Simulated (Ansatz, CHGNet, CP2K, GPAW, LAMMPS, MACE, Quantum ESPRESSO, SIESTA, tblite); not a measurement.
# Glassy 25SiO2-50B2O3-12CaO-12Na2O (mol %) (62 atoms): atom by atom

62 atoms (4 Si, 16 B, 2 Ca, 4 Na, 36 O) placed at random at 2.2 g/cm³, melted at 3000 K for 20 ps at fixed volume with the Buckingham and Coulomb pair potential of Guillot and Sator (Geochim. Cosmochim. Acta 71, 1249 (2007)) with the boron terms of Wang et al. (J. Non-Cryst. Solids 498, 294 (2018)). Quenched from 3000 K to 300 K at 20 K/ps and fixed volume, held 10 ps at zero pressure.

Geometry: the geometry as built. Computed with CP2K 2026.2: Kohn-Sham DFT, PBE, GTH-PBE pseudopotentials, Gaussian and plane waves, DZVP-MOLOPT (UZH set), diagonalisation; DZVP-UZH; 1200/50 Ry; levels smeared at 580 K; Γ point; density 2.40 g/cm³.

Cell vectors (Å):

```
8.940 0.000 0.000
0.000 8.940 0.000
0.000 0.000 8.940
```

Positions in Å, forces in eV/Å, q the Hirshfeld charge in e:

```tsv
atom	x	y	z	q	fx	fy	fz
Si1	4.019	4.117	4.748	0.51	-1.312	0.785	-1.140
Si2	8.771	8.307	6.683	0.52	-1.296	-0.574	-1.393
Si3	1.095	4.063	0.861	0.53	1.831	-0.699	1.143
Si4	5.538	2.666	8.165	0.52	0.824	-0.008	-0.049
B5	3.867	6.275	2.921	0.21	0.547	0.736	0.235
B6	6.107	6.116	1.409	0.30	-3.046	-0.232	2.886
B7	8.744	5.405	5.610	0.22	-1.732	0.599	-1.434
B8	0.287	2.435	3.233	0.33	0.825	0.362	1.079
B9	8.328	6.208	2.910	0.28	2.472	0.229	2.470
B10	4.057	1.921	2.953	0.29	-0.434	-1.073	-0.388
B11	5.291	8.568	3.906	0.22	-0.201	0.064	1.147
B12	3.199	2.243	0.669	0.20	-2.271	-0.741	0.697
B13	7.775	0.359	4.072	0.30	-0.645	-1.100	1.034
B14	8.356	2.312	8.864	0.30	0.185	-1.888	-1.073
B15	1.470	7.011	1.520	0.23	-1.002	0.255	0.775
B16	1.520	3.441	5.387	0.31	0.404	2.019	-0.633
B17	1.382	0.399	8.697	0.22	0.251	0.326	1.192
B18	6.136	5.100	6.566	0.21	0.288	0.746	0.272
B19	5.005	0.563	6.593	0.29	2.076	-2.304	-2.583
B20	6.129	7.545	7.928	0.22	0.769	-0.456	-3.972
Ca21	4.006	8.536	0.995	0.43	-0.809	0.553	0.608
Ca22	8.081	5.685	8.313	0.41	0.119	0.364	-0.679
Na23	2.218	7.322	4.840	0.47	0.231	-0.350	-0.245
Na24	3.910	5.517	8.407	0.45	-0.198	-0.511	0.230
Na25	7.524	8.712	1.165	0.35	0.881	0.398	0.297
Na26	6.704	3.895	3.817	0.41	0.424	0.337	0.020
O27	4.890	5.664	1.993	-0.24	2.095	-0.313	-1.477
O28	8.293	0.177	5.328	-0.25	0.605	0.446	0.498
O29	5.058	1.893	6.831	-0.23	-0.648	0.675	-0.471
O30	5.916	6.465	7.014	-0.25	-0.604	-0.449	-0.161
O31	0.283	1.283	0.227	-0.23	-2.144	0.561	0.291
O32	4.752	0.707	3.036	-0.24	-0.575	1.172	-1.431
O33	5.131	0.022	5.318	-0.25	-0.829	0.656	1.546
O34	0.997	2.633	4.414	-0.20	-0.475	-0.409	-0.317
O35	4.555	7.382	3.593	-0.27	-0.223	-0.329	0.307
O36	2.904	3.382	5.664	-0.26	-0.868	-0.220	0.484
O37	0.060	6.762	6.158	-0.26	1.580	0.226	0.691
O38	2.762	6.882	2.122	-0.26	0.709	0.623	-0.574
O39	3.291	5.302	3.833	-0.28	0.041	-0.283	0.830
O40	4.525	3.014	3.651	-0.24	0.889	-0.217	0.159
O41	7.508	4.874	6.202	-0.26	0.475	-0.991	0.668
O42	7.543	8.067	7.740	-0.26	0.342	0.119	1.788
O43	1.424	8.072	0.553	-0.26	0.128	-0.637	-0.114
O44	6.999	2.065	8.581	-0.24	1.932	-0.380	1.030
O45	1.053	5.700	0.896	-0.25	-0.326	-2.302	-1.910
O46	8.893	3.589	8.726	-0.23	-1.195	1.049	-0.718
O47	2.936	1.957	2.095	-0.24	1.597	-0.307	1.916
O48	2.632	1.069	8.910	-0.27	1.665	-0.067	-1.316
O49	2.493	3.448	0.334	-0.26	-0.259	2.159	-0.464
O50	5.276	4.718	5.515	-0.25	-0.792	-0.415	-1.185
O51	0.343	7.139	2.559	-0.26	-0.287	0.800	0.118
O52	5.967	6.953	0.329	-0.18	0.080	1.053	1.004
O53	8.251	1.401	3.281	-0.20	0.278	1.303	-1.697
O54	7.340	5.856	1.971	-0.18	-0.461	-0.845	-0.871
O55	0.874	4.533	5.952	-0.23	1.056	-0.915	0.083
O56	6.772	8.443	3.606	-0.24	0.600	0.739	-0.602
O57	8.527	5.520	4.124	-0.24	-1.211	-0.059	-1.806
O58	4.618	2.360	0.519	-0.24	0.833	-0.003	-0.547
O59	5.773	4.216	7.793	-0.27	-0.048	0.751	0.840
O60	1.160	0.062	7.292	-0.27	-0.483	-0.457	-1.005
O61	5.236	8.625	7.666	-0.23	-1.506	0.315	2.295
O62	0.444	3.351	2.180	-0.23	-0.723	-1.062	1.769
```

The quench rate of 20 K/ps is many orders above laboratory rates, so the cell is likely richer in defects and strain than a real sample. The network of bonds at the start is that of the classical potential that made the cell, and needn't be the one that DFT or experiment would give. Only the Γ point is sampled, in a cell whose shortest periodic width is 9 Å.

The r.m.s. force component is 1.08 eV/Å; the longest force, 4.20 eV/Å, acts on B6.

[Long decimals in the printed logs are rounded to 6 places.]

[Logs are printed without paths, hosts, clocks, repeated set-up lines and the standing remarks that a program may print on its own settings, such as how far it seeks lower states.]

[Hosts, paths, dates, database ids (printed as entryN), source tags and the programs' standing remarks are cut or masked in the printed files.]
